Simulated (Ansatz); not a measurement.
## Where Te_O puts its levels in the gap of MgO (Fm-3m)

Wanted: the transition levels of a substitutional impurity in MgO (Fm-3m), from a cell of 54 host atoms with 1 O taken out and 1 Te put in.

Main program and level: Ansatz 0.2.0; place-levels on r2SCAN runs: charge-transition levels and formation energies with image-charge correction and potential alignment at the atomic sites; PAW set soft_1.

The experiments to compare with:

For MgO, rocksalt (bulk crystal), “Electronic structure of alkaline earth and post-transition metal oxides” (2009, arxiv:0908.1581) quotes earlier work: band gap (literature experimental gap) 7.83 eV [Literature value based on experiment; other listed experimental values range from 7.7 to …].

Most raw output is cut from this account.

## 1. Starting point

The cell holds 54 atoms: 27 Mg, 26 O and 1 Te. Cell: a = 8.925 Å, b = 8.925 Å, c = 8.925 Å, α = 60.0°, β = 60.0°, γ = 60.0°. It derives from MgO (space group Fm-3m). Nearest the centre at fractional (0.500, 0.500, 0.500): Te28 at 0.00 Å, Mg51 at 2.10 Å, Mg47 at 2.10 Å, Mg35 at 2.10 Å, Mg45 at 2.10 Å, Mg29 at 2.10 Å, Mg33 at 2.10 Å, O30 at 2.98 Å.

Screening for the image-charge correction: ε∞ = 3.24, ε0 = 10.37, from a response run on this crystal (DFPT, PBEsol) at that run's own cell.

The cell's shortest repeat is 8.9 Å.

## 2. The runs of each charge state

A transition level is the Fermi level at which two charge states cost the same, so each charge needs its own total energy, at its own relaxed structure.

Each atom starts 0.05 Å or so off its site in a random direction: a symmetric start keeps its symmetry, and would miss off-centre moves and Jahn–Teller distortions. Forces are taken at one point at (¼, ¼, ¼). The cell holds 1 electron more than the neutral one, with a uniform background that keeps it neutral on the whole. The electron count is odd, so at least one spin is unpaired; this run locks the moment at 1 μB.

The sampling was tested on the host first: at the k-points planned (1x1x1 shifted 0.25 0.25 0.25) its energy lies 0.020 eV an atom from the dense-mesh value, under the bound of 0.02 eV set for this test; that bounds the host's error, not the defect's.

One of the inputs; charge, spin and start change from state to state.

File qm1_M1.relax/input.yaml:

```yaml
crystal:
  lattice:
    - [0.0, 6.31124291, 6.31124291]
    - [6.31124291, 0.0, 6.31124291]
    - [6.31124291, 6.31124291, 0.0]
  atoms:
    - { symbol: Mg, position: [0.0, 0.0, 0.0] }
    - { symbol: O, position: [0.16666667, 0.16666667, 0.16666667] }
[... 7 atom lines left out ...]
    - { symbol: O, position: [0.16666667, 0.5, 0.5] }
[... 1 atom line left out ...]
    - { symbol: O, position: [0.16666667, 0.5, 0.83333333] }
[... 3 atom lines left out ...]
    - { symbol: O, position: [0.16666667, 0.83333333, 0.5] }
[... 4 atom lines left out ...]
    - { symbol: Mg, position: [0.33333333, 0.0, 0.33333333] }
    - { symbol: O, position: [0.5, 0.16666667, 0.5] }
[... 1 atom line left out ...]
    - { symbol: O, position: [0.5, 0.16666667, 0.83333333] }
[... 1 atom line left out ...]
    - { symbol: O, position: [0.5, 0.5, 0.16666667] }
[... 1 atom line left out ...]
    - { symbol: Te, position: [0.5, 0.5, 0.5] }
    - { symbol: Mg, position: [0.33333333, 0.33333333, 0.66666667] }
    - { symbol: O, position: [0.5, 0.5, 0.83333333] }
[... 1 atom line left out ...]
    - { symbol: O, position: [0.5, 0.83333333, 0.16666667] }
    - { symbol: Mg, position: [0.33333333, 0.66666667, 0.33333333] }
    - { symbol: O, position: [0.5, 0.83333333, 0.5] }
    - { symbol: Mg, position: [0.33333333, 0.66666667, 0.66666667] }
[... 4 atom lines left out ...]
    - { symbol: O, position: [0.83333333, 0.16666667, 0.5] }
[... 3 atom lines left out ...]
    - { symbol: O, position: [0.83333333, 0.5, 0.16666667] }
    - { symbol: Mg, position: [0.66666667, 0.33333333, 0.33333333] }
    - { symbol: O, position: [0.83333333, 0.5, 0.5] }
    - { symbol: Mg, position: [0.66666667, 0.33333333, 0.66666667] }
[... 3 atom lines left out ...]
    - { symbol: Mg, position: [0.66666667, 0.66666667, 0.33333333] }
[... 2 atom lines left out ...]
    - { symbol: O, position: [0.83333333, 0.83333333, 0.83333333] }
  host:
    repeats: [3, 3, 3]
    atoms:
      - { symbol: Mg, position: [0.0, 0.0, 0.0] }
      - { symbol: O, position: [0.5, 0.5, 0.5] }
total_charge: -1
basis:
  ecutwfc: 500
  xc_grid: 2
hamiltonian:
  xc: r2scan
  pseudopotentials: { kind: paw, azcp: { folder: soft_1 } }
kpoints:
  mp_grid: { grid: [1, 1, 1], shift: [0.25, 0.25, 0.25] }
magnetization:
  spin_polarized: true
  initial_magnetization: 1
  spin_locking: { lock_magnetization: hard }
scf:
  occupations: { method: fixed }
  max_iter: 60
output:
  forces: true
  charged_corrections:
    epsilon: 3.24
    static_epsilon: 10.37
    defect_position: [0.5, 0.5, 0.5]
relax:
  f_tol: 0.02
  max_steps: 80
  random_displacement: { amplitude: 0.05, seed: 9762 }
checkpoint:
  write: "../qm1_M1.relax.run"
  compress: false
  write_wavefunctions: true
  write_every: 100000
```

Command:

```
ansatz run input.yaml --threads 4 --pin off --max-ram 7536MiB --backend cpu --events-out ev --progress --plain --runs-dir out
```

The relaxed structure is kept and the sampling changed to a 2×2×2 shifted mesh.

The run of this state that the levels use, under r2SCAN:

File qm1_M1.point/input.yaml:

```yaml
crystal:
  checkpoint: "../qm1_M1.relax.run"
  host: checkpoint
total_charge: -1
basis:
  ecutwfc: 500
  xc_grid: 2
hamiltonian:
  xc: r2scan
  pseudopotentials: { kind: paw, azcp: { folder: soft_1 } }
kpoints:
  mp_grid: { grid: [2, 2, 2], shift: [0.5, 0.5, 0.5] }
magnetization:
  spin_polarized: true
  initial_magnetization: 1
  spin_locking: { lock_magnetization: hard }
scf:
  occupations: { method: fermi_dirac, width: 0.01 }
  max_iter: 60
output:
  forces: true
  eigenvalues: true
  charged_corrections:
    epsilon: 3.24
    static_epsilon: 10.37
    defect_position: [0.5, 0.5, 0.5]
  eigenstates: { localisation: true }
  populations: true
  efg: {}
  band_densities: [{ bands: [v1, v1] }, { bands: [c1, c1] }]
  write_density: true
  write_potential: true
  volumetric_format: npy
checkpoint:
  read: "../qm1_M1.relax.run"
  write: "../qm1_M1.point.run"
  compress: false
  write_wavefunctions: false
  write_every: 100000
```

Relaxations under r2SCAN at one point at (¼, ¼, ¼); times on 4 threads of Arm Neoverse V1, shared host:

| charge | moment (μB) | occupations | outcome | steps | largest displacement against the far atoms (Å) | time |
| --- | --- | --- | --- | --- | --- | --- |
| −1 | 1 | fixed | converged | 6 | 0.28 | 2.8 min |
| 0 | 0 | fixed | converged | 7 | 0.28 | 81 s |
| +1 | 1 | fixed | converged | 7 | 0.32 | 4.8 min |

Single points under r2SCAN at a 2×2×2 shifted mesh; times on 4 threads of Arm Neoverse V1, shared host:

| charge | moment (μB) | occupations | outcome | time |
| --- | --- | --- | --- | --- |
| −1 | 1 | fermi-dirac | converged | 2.9 min |
| 0 | 0 | fermi-dirac | converged | 74 s |
| +1 | 1 | fermi-dirac | converged | 3.3 min |

Distances (Å) from Te28 to the nearest atoms after relaxation with r2SCAN:

| charge | moment (μB) | 1. | 2. | 3. | 4. | 5. | 6. |
| --- | --- | --- | --- | --- | --- | --- | --- |
| −1 | 1 | Mg 2.39 | Mg 2.39 | Mg 2.39 | Mg 2.39 | Mg 2.39 | Mg 2.39 |
| 0 | 0 | Mg 2.38 | Mg 2.38 | Mg 2.38 | Mg 2.38 | Mg 2.38 | Mg 2.38 |
| +1 | 1 | Mg 2.41 | Mg 2.41 | Mg 2.41 | Mg 2.41 | Mg 2.41 | Mg 2.42 |

## 3. Levels against the band edges, r2SCAN

A charged cell interacts with its images and the background, and its potential has another zero than the host's. place-levels removes the first by a point-charge model, screened by the static dielectric constant since the ions have relaxed around the charge, and the second by comparing potentials at atoms far from the defect.

The host is a run of the defect-free crystal in the same cutoffs, grids and k-points, so that basis and sampling errors cancel in part in the differences. The host is run in a cell of 2 atoms on a matching mesh. Its band edges are searched through the zone by a band path, so the gap is smaller than, or equal to, that on the mesh. Chemical potentials are energies per atom of O (O2 molecule) and Te (trigonal tellurium), run with the same functional and cutoff.

File levels.point.yaml:

```yaml
host:
  run: host.point.run
states: [qm1_M1.point.run, q0.point.run, qp1_M1.point.run]
geometry_from:
  qm1_M1.point.run: qm1_M1.relax.run
  q0.point.run: q0.relax.run
  qp1_M1.point.run: qp1_M1.relax.run
chemical_potentials:
  O:
    energy: -565.989614
    dataset: <sha256 of the dataset>
  Te:
    energy: -6994.903559
    dataset: <sha256 of the dataset>
epsilon: 3.24
static_epsilon: 10.37
vertical:
  - { from: qm1_M1.point.run, to: qm1_M1.point_neutral.run }
  - { from: qp1_M1.point.run, to: qp1_M1.point_neutral.run }
```

Command:

```
ansatz place-levels levels.point.yaml -- --threads 4 --pin off --max-ram 7536MiB
```

It took 0.35 s on 4 threads of Arm Neoverse V1, shared host.

Levels between the charges placed, in eV above the valence top:

|  | gap (eV) | (+1/0) | (0/−1) |
| --- | --- | --- | --- |
| r2SCAN | 5.68 | 1.34 | 5.72 |

Corrections by state:

| charge | moment (μB) | image terms and alignment (eV) | band filling (eV) | ε used | over the lowest of its charge, as the program ranks them, band filling apart (eV) |
| --- | --- | --- | --- | --- | --- |
| +1 | 1.0 | 0.911 | - | 10.37 | 0.000 |
| 0 | 0.0 | 0.000 | - | - | 0.000 |
| −1 | 1.0 | -0.503 | -1.324 | 10.37 | 0.000 |

The charged structures listed were also run neutral, and place-levels reads from each pair, by the potential or the spins, how wide the charge is by which they differ; that can be the carrier of either run.

| charge | rms radius (Å) | spread where it is widest against the cell (Å) | wide from (Å) | reading |
| --- | --- | --- | --- | --- |
| +1 | 2.0 | 1.52 | 1.26 | wide |
| −1 | 4.2 | 2.43 | 1.26 | wide |

The neutral runs of these pairs need not share the spin of the lowest neutral state, and very wide values only mean spread over the cell.

From the program's caveats on the states, each cut to its opening words:

- charge +1 (1 μB): it parts from the run at its places by a charge that spreads by about 1.5 Å along one vector (1.3 Å or more is wide), by its potential at epsilon 3.24, taken [...]
- charge +1 (1 μB), 0, −1 (1 μB): its alignment with the host at atomic sites is doubtful: the cell is too small to show whether the defect's potential has decayed: take a larger one
- charge +1 (1 μB): the host's ions (past the first shell or, of a walk that freed a part, those that it held) aren't shown at rest: they stand up to 0.079 Å off their sites, 1.47 [...]
- charge +1 (1 μB), −1 (1 μB): flagged: stability check not made
- charge −1 (1 μB): it parts from the run at its places by a charge that spreads by about 2.4 Å along one vector (1.3 Å or more is wide), by its potential at epsilon 3.24, taken [...]
- charge −1 (1 μB): a band-filling correction moves a carrier to the host's band edge, which changes its energy by -1.324 eV
- charge −1 (1 μB): its moments are held at its close (magnetization.spin_locking), by a field of 0.407 eV a Bohr magneton, and its energy and levels are of the state that this [...]

Chemical potentials of the elements' reference phases, run alike. Formation energies (elemental references), with the Fermi level at the valence top and at the conduction bottom (gap 5.68 eV):

| charge | at valence top (eV) | at conduction bottom (eV) | correction included (eV) |
| --- | --- | --- | --- |
| +1 | 11.91 | 17.59 | 0.91 |
| 0 | 13.25 | 13.25 | 0.00 |
| −1 | 18.97 | 13.29 | -1.83 |

Fermi level (eV), lowest formation energy (eV) and a bar from the least value:
```
     0.00      11.91 
     0.52      12.43 ############
     1.03      12.94 #######################
     1.55      13.25 ##############################
     2.06      13.25 ##############################
     2.58      13.25 ##############################
     3.10      13.25 ##############################
     3.61      13.25 ##############################
     4.13      13.25 ##############################
     4.65      13.25 ##############################
     5.16      13.25 ##############################
     5.68      13.25 ##############################
```

## 4. Effect of the sampling

The relaxations' own energies give the levels at their sampling, for comparison.

File levels.relax_mesh.yaml:

```yaml
host:
  run: host.relax.run
states: [qm1_M1.relax.run, q0.relax.run, qp1_M1.relax.run]
chemical_potentials:
  O:
    energy: -565.989614
    dataset: <sha256 of the dataset>
  Te:
    energy: -6994.903559
    dataset: <sha256 of the dataset>
```

Command:

```
ansatz place-levels levels.relax_mesh.yaml -- --threads 4 --pin off --max-ram 7536MiB
```

The job ended after 0.12 s (4 threads).

Levels between neighbouring charges, in eV above the valence top:

|  | gap (eV) | (+1/0) | (0/−1) |
| --- | --- | --- | --- |
| one point at (¼, ¼, ¼) | 5.66 | 1.49 | 5.71 |
| a 2×2×2 shifted mesh | 5.68 | 1.34 | 5.72 |

Going from one point at (¼, ¼, ¼) to a 2×2×2 shifted mesh moves the levels that carry no band-filling term by up to 0.16 eV and formation energies against the elements by up to 0.20 eV; band-filling terms, which differ between samplings, are in these energies.

## 5. Outcome

```
gap of the host                                                             : 5.68 eV (r2SCAN)
level (plus 1/0)                                                            : 1.34 eV above the valence top
level (0/minus 1)                                                           : 5.72 eV above the valence top, past the conduction bottom (7.05 eV above the valence top without the band-filling term)
lowest of the charges placed, just above the valence top (0.02 eV)          : +1
lowest of the charges placed, just below the conduction bottom (0.02 eV)    : 0
lowest formation energy at mid-gap of the charges run, elemental references : 13.25 eV
```

What this shows: Of the charges placed (−1, 0 and +1), the lowest changes at 1.34 eV (+1/0) above the valence top, in a gap of 5.68 eV. Charges above +1 were not placed, so these runs say nothing of levels that involve them. States placed: +1 at 1 μB; 0 at 0 μB; −1 at 1 μB. Other spin states or structures, where not listed, weren't placed. The program finds carriers beyond a band edge of the host and adds a band-filling term at charge −1 (-1.32 eV); steps to such a charge show no bound level, and a defect level inside a band would be read the same way. Te is taken at its element; compounds, which aren't counted here, bound the chemical potentials and would shift these formation energies. Going from one point at (¼, ¼, ¼) to a 2×2×2 shifted mesh moves the levels that carry no band-filling term by up to 0.16 eV and formation energies against the elements by up to 0.20 eV; band-filling terms, which differ between samplings, are in these energies. The program doubts the alignment of potentials for at least one state, a sign that the cell is small. What this leaves open: the images are only 8.9 Å apart; r2SCAN makes the gap too small and tends to spread out bound carriers; where a gas molecule sets a chemical potential or the host's formation energy, its binding is uncorrected; spin–orbit coupling, which can matter with heavy atoms, is left out; force components of up to 0.18 eV/Å remain in a run at the final settings.

Calculation against experiment:

```
                             quantity  measured           r2SCAN
band gap (least gap of the host) (eV)      7.83  5.68 (-2.15 eV)
```

Measured values from arxiv:0908.1581 (2009).

How well it matches: The band gap is off by -2.15 eV: a clear miss. Local and semilocal functionals usually give gaps below the measured ones. Zero-point and thermal motion shift the measured gap.

[Logs are printed without paths, hosts, clocks, repeated set-up lines and the standing remarks that a program may print on its own settings, such as how far it seeks lower states.]

[Hosts, paths, dates, database ids (printed as entryN), source tags and the programs' standing remarks are cut or masked in the printed files.]

[Where a table of states has a column of steps, it counts the stored structures, which are thinned; the runs took as many ionic steps or more.]

[A defect's name tells the site on which it was built; relaxed atoms can leave that site.]

[For some hosts the program warned that the k-mesh of the response run may be too coarse for force constants and the static dielectric constant; such warnings are not shown here.]
